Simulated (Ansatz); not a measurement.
Records of electronic-structure calculations. Some values are withheld and marked by numbers in brackets.

SrVO3 (Pm-3m): Hubbard U and Hund's J by constrained RPA. The structure is cubic, space group Pm-3m (No. 221). Conventional cell: a = 3.842 Å, b = 3.842 Å, c = 3.842 Å, α = 90.00°, β = 90.00°, γ = 90.00°. Sr has 12 O at 2.72 Å nearest. V has 6 O at 1.92 Å nearest. O has 2 V at 1.92 Å and 4 Sr at 2.72 Å nearest. Farther neighbours and most contacts between anions are not listed. The calculation used DFT, LDA, plane waves, PAW (and 1 further level or step) in Ansatz 0.2.0, with cutoff 420 eV, 6×6×6 k-mesh, smearing width 0.08 eV, default PAW, coordination {"V": "octahedral"}, magnetic state non-magnetic by constraint in one of its runs. The V t2g is U 3.20 eV, U′ 2.34 eV, J 0.41 eV, bare V 16.1 eV. The V t2g + anion p is [1] and the method is constrained RPA on non-magnetic LDA, 6×6×6 mesh, static; search for lower states off. It took 3 runs, 10 min in all on 8 threads of Arm Neoverse V1, shared host (the runs of this entry). This run has no spin polarisation although its electron count is odd.  Limits: no spin polarisation; no spin-orbit coupling. The bands cross the Fermi level under this constraint, which need not be the crystal's state: magnetic order, correlation or a lattice distortion may open a gap.

```xyz
5
Lattice="0.0000 -3.8420 0.0000 0.0000 0.0000 3.8420 -3.8420 0.0000 0.0000" Properties=species:S:1:pos:R:3 pbc="T T T"
Sr    0.0000    0.0000    0.0000
V    -1.9210   -1.9210    1.9210
O     0.0000   -1.9210    1.9210
O    -1.9210   -1.9210    0.0000
O    -1.9210    0.0000    1.9210
```

Fill in the bracketed values.

[1] V t2g + anion p (SrVO3): U 6.09 eV, U′ 4.90 eV, J 0.60 eV, bare V 19.7 eV. With the window V t2g + anion p U becomes 6.09 eV and the bare V 19.69 eV, so U/V goes from 0.20 to 0.31.

[Paths, hosts, dates, memory and timing lines, banners, echoed tables and standing remarks are left out of the program output.]

[Logs are printed without paths, hosts, clocks, repeated set-up lines and the standing remarks that a program may print on its own settings, such as how far it seeks lower states.]

[Runs of the session that timed out or met a known fault of the program may be left out.]

[Hosts, paths, dates, database ids (printed as entryN), source tags and the programs' standing remarks are cut or masked in the printed files.]
